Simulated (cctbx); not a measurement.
## Reading a Patterson map

Space group P6_3cm (no. 185), a = 7.3970 Å, b = 7.3970 Å, c = 14.5010 Å, α = 90.00°, β = 90.00°, γ = 120.00°, content Dy6 Ga6 S18.

The data are simulated with cctbx, not measured: Mo Kα, λ = 0.71073 Å, to d = 0.77 Å, 95 % of the full sphere, strongest reflection 20000 counts, noise from counting, a 3 % proportional error and a noise floor of 4 counts (s.d.); no absorption, some extinction.

Patterson synthesis from sharpened amplitudes, origin scaled to 1000:

```text
Patterson group P 6/m m m
      u       v       w   height  length (A)
  0.000   0.000   0.000   1000.0     0.00
  0.000   0.000   0.500    803.3     7.25
  0.333   0.667   0.000    367.5     4.27
  0.333   0.667   0.462    248.7     7.94
  0.000   0.335   0.250    178.6     4.39
  0.333   0.667   0.249    169.5     5.60
  0.000   0.000   0.190    162.8     2.76
  0.000   0.000   0.300    141.9     4.35
  0.000   0.331   0.500    104.8     7.65
  0.333   0.667   0.170     99.9     4.93
  0.000   0.345   0.053     66.1     2.67
  0.000   0.347   0.444     61.2     6.93
  0.000   0.315   0.095     52.2     2.71
  0.000   0.325   0.413     52.0     6.46
```

**Question.** Which atom pairs make the peaks, and where is the heaviest atom?

A peak at u stands for all pairs with xi − xj = u, with weight Σ ZiZj against Σ Z² = 36510 at the origin. Peak heights follow these weights only roughly, since form factors, motion and series ripples differ, all vectors within 0.55 Å of a peak are counted as merged into it though the farther ones add only part of their weight, and F(000) is left out, which lowers the whole map:

| u | v | w | shortest length (Å) | height | 1000 ΣZiZj/ΣZ² | pairs in the cell |
| --- | --- | --- | --- | --- | --- | --- |
| 0.000 | 0.000 | 0.500 | 7.25 | 803 | 758 | 6 × Dy–Dy, 6 × S–S |
| 0.333 | 0.667 | 0.000 | 4.27 | 368 | 495 | 2 × Dy–Dy, 6 × Ga–Ga, 14 × S–S |
| 0.333 | 0.667 | 0.462 | 7.94 | 249 | 253 | 2 × Dy–Dy, 2 × S–S |
| 0.000 | 0.335 | 0.250 | 4.39 | 179 | 336 | 6 × Dy–Ga |
| 0.333 | 0.667 | 0.249 | 5.59 | 170 | 231 | 8 × Dy–S |
| 0.000 | 0.000 | 0.190 | 2.76 | 163 | 337 | 6 × Dy–S, 12 × Ga–S |
| 0.000 | 0.000 | 0.300 | 4.35 | 142 | 174 | 6 × Dy–S |
| 0.000 | 0.331 | 0.500 | 7.65 | 105 | 203 | 6 × Ga–S, 3 × Ga–Ga, 6 × S–S |
| 0.333 | 0.667 | 0.170 | 4.93 | 100 | 221 | 12 × Ga–S, 2 × Dy–S |
| 0.000 | 0.345 | 0.053 | 2.67 | 66 | 128 | 3 × Dy–S, 3 × Ga–S |

The table stops at ten peaks or at a height of 45, below which ripples compete. In the model behind the data Dy, the heaviest element, has 2 independent sites: (2/3, 1/3, 0.2333) and (0, 0, 0.2801), up to an allowed shift of origin; the Dy–Dy vectors are differences of these positions and their symmetry mates. The whole model:

```
atom  mult.       x       y       z  Ueq (Å²)
 Dy1      4     2/3     1/3  0.2333    0.0076
 Dy2      2       0       0  0.2801    0.0063
 Ga1      6  0.3291       0  0.9998    0.0083
  S1      4     2/3     1/3  0.5258    0.0138
  S2      2       0       0  0.4723    0.0102
  S3      6  0.6898       0  0.6697    0.0115
  S4      6  0.6431  0.6431  0.8376    0.0109
```

The model was made for the exercise: a known structure type with other elements put in, its volume estimated, not relaxed; displacement parameters are assumed.

[Logs are printed without paths, hosts, clocks, repeated set-up lines and the standing remarks that a program may print on its own settings, such as how far it seeks lower states.]
